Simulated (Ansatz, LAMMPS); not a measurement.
# Molecular dynamics of glassy 57SiO2-27Al2O3-16BaO (mol %) (149 atoms)

Aim: follow glassy 57SiO2-27Al2O3-16BaO (mol %) (149 atoms) for a short time with forces from DFT, then look at structure and electrons in the last frame.

Calculated with Ansatz 0.2.0; Kohn-Sham DFT, PBE, PAW (set soft_2), plane waves.

## Step 1: Set-up

The cell holds 149 atoms: 25 Si, 24 Al, 7 Ba and 93 O. Its edges and angles: a = 12.287 Å, b = 12.287 Å, c = 12.287 Å, α = 90.0°, β = 90.0°, γ = 90.0°. 149 atoms (25 Si, 24 Al, 7 Ba, 93 O) placed at random at 3.4 g/cm³, melted at 4000 K for 10 ps at fixed volume with the Morse and Coulomb pair potential with partial charges (Pedone, Malavasi, Menziani, Cormack and Segre, J. Phys. Chem. B 110, 11780 (2006)). Quenched from 4000 K to 300 K at 25 K/ps and fixed volume, held 5 ps.

Limits known from the start: The quench rate of 25 K/ps far exceeds what a furnace or splat quench reaches, so expect more defects and frozen-in strain than in a real sample. The network of bonds at the start is that of the classical potential that made the cell. Only the Γ point is sampled, in a cell whose shortest periodic width is 12 Å. No spin–orbit coupling is included, so levels derived from the heavy atoms are approximate.

## Step 2: Dynamics started at 400 K

A Nosé–Hoover thermostat steers the temperature while disturbing the dynamics little. The time step is 1.0 fs.

Contents of input.yaml:

```yaml
crystal:
  lattice:
    - [12.2866, 0.0, 0.0]
    - [0.0, 12.2866, 0.0]
    - [0.0, 0.0, 12.2866]
  atoms:
    - { symbol: Si, position: [0.21333, 0.286, 0.8365] }
    - { symbol: Si, position: [0.81789, 0.80206, 0.84074] }
    - { symbol: Si, position: [0.35854, 0.01656, 0.66028] }
    - { symbol: Si, position: [0.41071, 0.9052, 0.31879] }
    [... 139 atom lines left out ...]
    - { symbol: O, position: [0.90289, 0.62468, 0.04838] }
    - { symbol: O, position: [0.42594, 0.01135, 0.39233] }
    - { symbol: O, position: [0.70687, 0.99471, 0.3684] }
    - { symbol: O, position: [0.55632, 0.94437, 0.83951] }
    - { symbol: O, position: [0.91759, 0.4496, 0.18888] }
    - { symbol: O, position: [0.00357, 0.82692, 0.0911] }
kpoints:
  mp_grid: { grid: [1, 1, 1] }
hamiltonian:
  xc: pbe
scf:
  occupations: { method: fermi_dirac, width: 0.05 }
output:
  forces: true
  stress: true
md:
  timestep: 1.0
  n_steps: 95
  ensemble: nvt_nose_hoover
  temperature: 400
  initial_velocities: maxwell_boltzmann
  seed: 4725
```

Launch:

```sh
> ansatz run input.yaml --threads 4 --pin off --max-ram 8192MiB --backend cpu --events-out ev --progress --plain --runs-dir out
```

It took 33 min on 4 threads of Arm Neoverse V1, shared host; peak memory 3.2 GiB; 2.1 h of CPU time.

The program notes that the SCF threshold is loose for the stress and it switched symmetry off.

Rows from the run:

```tsv
time (fs)	T (K)	potential (meV/atom)	conserved (meV/atom)
0.0	400	0.0	0.00
6.0	532	-17.1	-0.12
13.0	603	-26.4	-0.09
19.0	563	-21.8	-0.08
25.0	509	-15.6	-0.08
32.0	449	-8.6	-0.04
38.0	501	-16.1	-0.10
44.0	512	-18.3	-0.08
51.0	526	-21.3	-0.09
57.0	527	-22.6	-0.10
63.0	511	-21.7	-0.08
70.0	523	-24.5	-0.10
76.0	521	-25.4	-0.10
82.0	507	-24.6	-0.09
89.0	485	-22.9	-0.10
95.0	477	-22.6	-0.09
```

Mean square displacement from the first frame to the last: Si 0.040 Å², Al 0.045 Å², Ba 0.075 Å², O 0.069 Å².

The mean square displacement by time lag:

```tsv
time lag (fs)	Al (Å²)	Ba (Å²)	O (Å²)	Si (Å²)
1.0	4.8e-5	1.0e-5	7.8e-5	4.8e-5
4.0	7.7e-4	1.6e-4	0.00123	7.6e-4
6.0	0.00171	3.7e-4	0.00271	0.00166
10.0	0.00456	0.00103	0.00708	0.00428
14.0	0.00834	0.00202	0.0127	0.00749
18.0	0.0126	0.00334	0.0187	0.0108
20.0	0.0147	0.00413	0.0216	0.0123
24.0	0.0187	0.00593	0.0271	0.0150
28.0	0.0222	0.00804	0.0320	0.0174
30.0	0.0237	0.00922	0.0342	0.0185
34.0	0.0263	0.0118	0.0382	0.0207
38.0	0.0283	0.0146	0.0419	0.0228
42.0	0.0298	0.0177	0.0453	0.0250
44.0	0.0305	0.0194	0.0469	0.0260
48.0	0.0318	0.0229	0.0498	0.0279
```

Over the second half of 95 fs the temperature averages 511 K, falling from about 525 to 486 K (means over the first and last quarter of that half). The conserved energy stays within 0.12 meV/atom. From first frame to last Ba has the largest mean square displacement, 0.075 Å² at the end; the farthest move is 0.54 Å. The mean temperature of 511 K lies well off the 400 K of the input, so the thermostat hasn't yet brought the run to equilibrium. The count of bonds goes from 263 in the first frame to 262 in the last, by one set of cutoffs: 4 pairs passed out of them and 3 came within. The run spans 0.10 ps, too short for its means to be equilibrium values.

## Step 3: Structure statistics late in the run

The g(r) is a mean over the second half; what follows it is taken at the last frame.

Density 3.40 g/cm³, 12.45 Å³ an atom.

Mean of 13 frames. Pair distribution functions g(r), in bins of 0.2 Å:

```tsv
r (Å)	total	O-O	O-Si	O-Al	O-Ba	Si-Si	Si-Al
1.50	0.59	0.00	2.84	0.00	0.00	0.00	0.00
1.70	3.09	0.00	8.96	6.06	0.00	0.00	0.00
1.90	0.78	0.00	0.09	3.80	0.00	0.00	0.00
2.10	0.06	0.00	0.02	0.27	0.00	0.00	0.00
2.30	0.05	0.06	0.00	0.12	0.14	0.00	0.00
2.50	0.80	1.68	0.07	0.26	1.21	0.00	0.01
2.70	1.48	3.22	0.06	0.15	2.11	0.45	0.40
2.90	1.27	2.13	0.19	0.39	2.10	0.91	2.33
3.10	1.11	1.18	0.42	0.71	1.41	2.59	3.55
3.30	0.98	0.74	0.90	0.97	1.04	1.22	1.99
3.50	0.87	0.53	1.21	0.96	0.79	0.06	0.83
3.70	0.94	0.62	1.34	1.15	0.94	0.27	0.69
3.90	1.02	0.55	1.66	1.35	1.01	0.88	0.26
4.10	1.06	0.52	1.52	1.74	0.93	1.57	0.32
4.30	1.17	0.79	1.58	1.46	0.98	1.09	1.52
4.50	1.04	1.00	1.03	1.20	0.76	1.24	1.17
4.70	0.90	1.18	0.68	0.67	1.06	1.14	0.65
4.90	0.97	1.31	0.53	0.64	1.68	1.24	0.73
5.10	1.00	1.39	0.67	0.66	1.29	1.18	0.90
5.30	1.05	1.38	0.80	0.64	1.05	0.93	1.27
5.50	1.01	1.09	0.92	0.91	0.89	1.34	1.17
5.70	0.95	0.88	1.09	0.98	0.91	1.23	0.83
5.90	0.93	0.79	1.06	1.11	1.05	0.82	0.79
```

Bonds by pair of elements; cutoffs follow the first minimum of g(r), held within bounds set by covalent radii, and pairs that aren't listed don't count as bonded:

```tsv
pair A-B	cutoff (Å)	bonds	mean length (Å)	spread (Å)	shortest (Å)	B about A	A about B
O-Si	2.16	101	1.65	0.058	1.51	1.09	4.04
O-Al	2.27	99	1.81	0.089	1.63	1.06	4.12
O-Ba	3.48	62	2.94	0.293	2.40	0.667	8.86
```

How many atoms have how many bonded neighbours:

```tsv
element	mean	2	3	4	5	7	8	9	10	12
Al	4.12	0	0	21	3	0	0	0	0	0
Ba	8.86	0	0	0	0	1	3	1	1	1
O	2.82	32	47	13	1	0	0	0	0	0
Si	4.04	0	0	24	1	0	0	0	0	0
```

Bond angles (no mean is given where the spread exceeds 20°):

```tsv
angle	count	mean (°)	spread (°)
O-Al-O	156	108	16.7
O-Si-O	154	109	9.3
Al-O-Ba	68	104	16.6
Al-O-Si	66	130	15.8
```

Oxygen atoms by the number of network formers (Si, P, Ge, B, Al, As, Ga) bound to them:

```tsv
network formers bound to O	O atoms	per cent
0	0	0
1	1	1.1
2	77	82.8
3	15	16.1
```

Network units: each former by its oxygen neighbours and how many of them bridge to another former:

```tsv
former	O neighbours	bridging O	atoms
Si	4	3	1
Si	4	4	23
Si	5	5	1
Al	4	4	21
Al	5	5	3
```

Bond length by coordination (bonds to H left out):

```tsv
element	coordination	atoms	mean bond length (Å)
Al	4	21	1.79
Al	5	3	1.92
Ba	7	1	2.88
Ba	8	3	2.96
Ba	9	1	2.92
Ba	10	1	2.91
Ba	12	1	3.00
O	2	32	1.68
O	3	47	2.04
O	4	13	2.30
O	5	1	2.54
Si	4	24	1.64
Si	5	1	1.76
```

Rings of the network by King's shortest-path rule, up to 12 atoms, one path for each pair of neighbours; H, halogens, alkali and alkaline-earth atoms are left out, and the last column divides by all other atoms, bonded or not:

```tsv
ring size (atoms)	rings	per network atom
4	4	0.028
6	8	0.056
8	29	0.204
10	40	0.282
12	33	0.232
```

For some of the pairs, g(r) has its first main peak near 2.7 Å (O-O), 1.6 Å (O-Si), 1.8 Å (O-Al), 2.8 Å (O-Ba), 3.1 Å (Si-Si) and 3.1 Å (Si-Al). With the cutoffs above, 88 % of Al atoms have 4, 43 % of Ba atoms have 8, 51 % of O atoms have 3 and 96 % of Si atoms have 4 bonded neighbours. The O-Al-O angle averages 108° with a spread of 17°. 83 % of the oxygens bridge two formers (Si and Al) and 1 % are non-bridging; 16 % join three. The commonest Si unit has 4 oxygens, 4 of them shared with other formers (23 of 25 atoms). Rings of 10 atoms are the most common (35 % of those counted); sizes run from 4 to 12, where the search stops.

## Step 4: Single point at the last frame

The last frame is solved once more, with the analyses that the dynamics left out.

Contents of input.yaml:

```yaml
crystal:
  lattice:
    - [12.2866, 0.0, 0.0]
    - [0.0, 12.2866, 0.0]
    - [0.0, 0.0, 12.2866]
  atoms:
    - { symbol: Si, position: [0.21387, 0.2899, 0.83168] }
    - { symbol: Si, position: [0.8097, 0.79922, 0.84205] }
    - { symbol: Si, position: [0.36, 0.00535, 0.67463] }
    - { symbol: Si, position: [0.41196, 0.90138, 0.29636] }
    [... 139 atom lines left out ...]
    - { symbol: O, position: [0.88657, 0.62705, 0.04094] }
    - { symbol: O, position: [0.44282, 0.00434, 0.37081] }
    - { symbol: O, position: [0.68674, 0.98422, 0.37028] }
    - { symbol: O, position: [0.54709, 0.9501, 0.83677] }
    - { symbol: O, position: [0.92382, 0.4529, 0.18261] }
    - { symbol: O, position: [0.98519, 0.82797, 0.09511] }
kpoints:
  mp_grid: { grid: [1, 1, 1] }
hamiltonian:
  xc: pbe
scf:
  occupations: { method: fermi_dirac, width: 0.05 }
output:
  forces: true
  stress: true
  populations: true
  dos:
    method: { smearing: { sigma: 0.1 } }
    de: 0.1
    projected: { site_lists: { Al: [Al], Ba: [Ba], O: [O], Si: [Si] } }
  eigenvalues: true
  write_density: true
  write_potential: true
  volumetric_format: npy
```

It took 62 s on 4 threads; peak memory 2.9 GiB.

Read from the output:

```yaml
free_energy: -123390.5067 eV
free_energy_per_atom: -828.1242 eV/atom
scf_cycles: 9
pressure: 3.057 GPa
r_m_s_force_component: 1.062 eV/Å
longest_force: 5.17 eV/Å
fermi_energy: 7.228 eV
spacing_of_highest_filled_and_lowest_empty_level: 3.735 eV
spilling_of_the_projection: 0.0119
```

Neighbours are counted within 2.16 Å (O-Si), 2.27 Å (O-Al), 3.48 Å (O-Ba), the cutoffs taken from the dynamics.

Length of the force by element and coordination:

```tsv
element	coordination	atoms	mean length of the force (eV/Å)	spread	least	most
Al	all	24	1.66	0.757	0.292	2.99
Al	4	21	1.78	0.71	0.581	2.99
Al	5	3	0.813	0.487	0.292	1.46
Ba	all	7	0.840	0.326	0.307	1.34
Ba	7	1	0.692	0	0.692	0.692
Ba	8	3	0.906	0.244	0.624	1.22
Ba	9	1	0.307	0	0.307	0.307
Ba	10	1	0.825	0	0.825	0.825
Ba	12	1	1.34	0	1.34	1.34
O	all	93	1.51	0.825	0.295	5.17
O	2	32	1.52	0.845	0.298	4.21
O	3	47	1.56	0.874	0.295	5.17
O	4	13	1.33	0.546	0.597	2.40
O	5	1	1.23	0	1.23	1.23
Si	all	25	2.14	1.05	0.672	4.63
Si	4	24	2.17	1.06	0.672	4.63
Si	5	1	1.38	0	1.38	1.38
```

Löwdin charges by element and coordination (they lack the spilled electrons, 0.064 e an atom on average):

```tsv
element	coordination	atoms	mean charge (e)	spread	least	most
Al	all	24	1.30	0.0453	1.21	1.36
Al	4	21	1.30	0.0461	1.21	1.36
Al	5	3	1.28	0.032	1.25	1.32
Ba	all	7	1.93	0.0209	1.89	1.95
Ba	7	1	1.92	0	1.92	1.92
Ba	8	3	1.92	0.0264	1.89	1.95
Ba	9	1	1.95	0	1.95	1.95
Ba	10	1	1.94	0	1.94	1.94
Ba	12	1	1.94	0	1.94	1.94
O	all	93	-0.834	0.0478	-0.986	-0.749
O	2	32	-0.803	0.0399	-0.977	-0.749
O	3	47	-0.847	0.0383	-0.959	-0.782
O	4	13	-0.855	0.0486	-0.986	-0.787
O	5	1	-0.963	0	-0.963	-0.963
Si	all	25	1.70	0.0407	1.59	1.75
Si	4	24	1.70	0.0413	1.59	1.75
Si	5	1	1.68	0	1.68	1.68
```

States in the cell by windows of 1 eV, zero at the Fermi level; the larger projections on atomic orbitals stand beside the total:

```tsv
from (eV)	to (eV)	total	O p	Si p	Al p	Ba p
-14	-13	10.8	0.4	0.1	0.1	10.1
-13	-12	25.2	1.3	0.1	0.2	23.1
-12	-11	10.0	4.4	0.3	0.1	3.4
-11	-10	12.0	8.1	0.7	0.1	0.1
-10	-9	22.0	15.3	1.3	0.4	0.1
-9	-8	38.3	28.3	3.7	1.1	0.1
-8	-7	50.4	38.5	5.2	2.4	0.2
-7	-6	73.3	58.7	5.4	4.1	0.3
-6	-5	86.8	74.6	3.0	3.9	0.4
-5	-4	101.6	92.7	1.8	2.3	0.5
-4	-3	104.1	98.2	1.1	1.2	0.4
-3	-2	58.2	55.5	0.4	0.6	0.2
-2	-1	4.8	4.6	0.0	0.0	0.0
-1	1	0.0	0.0	0.0	0.0	0.0
1	2	2.0	0.1	0.0	0.0	0.0
2	3	6.3	0.5	0.6	0.5	0.0
3	4	30.1	2.7	2.4	4.1	0.1
4	5	46.0	4.2	5.2	7.4	0.1
```

Between -26 and -14 eV lie 188 more states.

The levels nearest the highest filled one (over half full), pooled over k-points and spins:

```tsv
level less the highest filled one (eV)	occupation
-0.241	2
-0.202	2
-0.092	2
-0.073	2
-0.0473	2
0	2
3.73	0
4.65	0
4.82	0
4.88	0
4.95	0
5.03	0
```

Mean Löwdin charges: Al +1.30, Ba +1.93, O -0.83, Si +1.70 e (they miss 1.2 % of the electrons, so they add up to more than the cell's charge).

## Step 5: Outcome

| Item | Value |
| --- | --- |
| mean temperature, second half | 511.1 K |
| temperature swing, second half | 16.47 K |
| mean pressure, second half | 4.674 GPa |
| slope of the conserved energy against time, by least squares | -0.2608 meV/atom/ps |
| free energy per atom | -828.1242 eV/atom |
| pressure | 3.057 GPa |
| r.m.s. force component | 1.062 eV/Å |
| gap (highest filled to lowest empty level) | 3.735 eV |
| wall time of the 2 DFT runs | 34 min |

Over the second half of 95 fs the temperature averages 511 K, falling from about 525 to 486 K (means over the first and last quarter of that half). The conserved energy stays within 0.12 meV/atom. The mean temperature of 511 K lies well off the 400 K of the input, so the thermostat hasn't yet brought the run to equilibrium. The count of bonds goes from 263 in the first frame to 262 in the last, by one set of cutoffs: 4 pairs passed out of them and 3 came within. The run spans 0.10 ps, too short for its means to be equilibrium values. With the cutoffs above, 88 % of Al atoms have 4, 43 % of Ba atoms have 8, 51 % of O atoms have 3 and 96 % of Si atoms have 4 bonded neighbours. 83 % of the oxygens bridge two formers (Si and Al) and 1 % are non-bridging; 16 % join three.

The highest filled and lowest empty levels differ by 3.73 eV (at Γ alone); a semilocal functional tends to put such gaps too low. In a disordered cell it changes from sample to sample, and tail or defect levels can set it.

What to keep in mind: The network of bonds at the start is that of the classical potential that made the cell; in DFT 4 of its 263 bonded pairs passed out of the cutoffs and 3 came within them. The pressure of 3.1 GPa is that of one thermal frame at a volume set beforehand, without the kinetic term.

[Logs are printed without paths, hosts, clocks, repeated set-up lines and the standing remarks that a program may print on its own settings, such as how far it seeks lower states.]

[Hosts, paths, dates, database ids (printed as entryN), source tags and the programs' standing remarks are cut or masked in the printed files.]
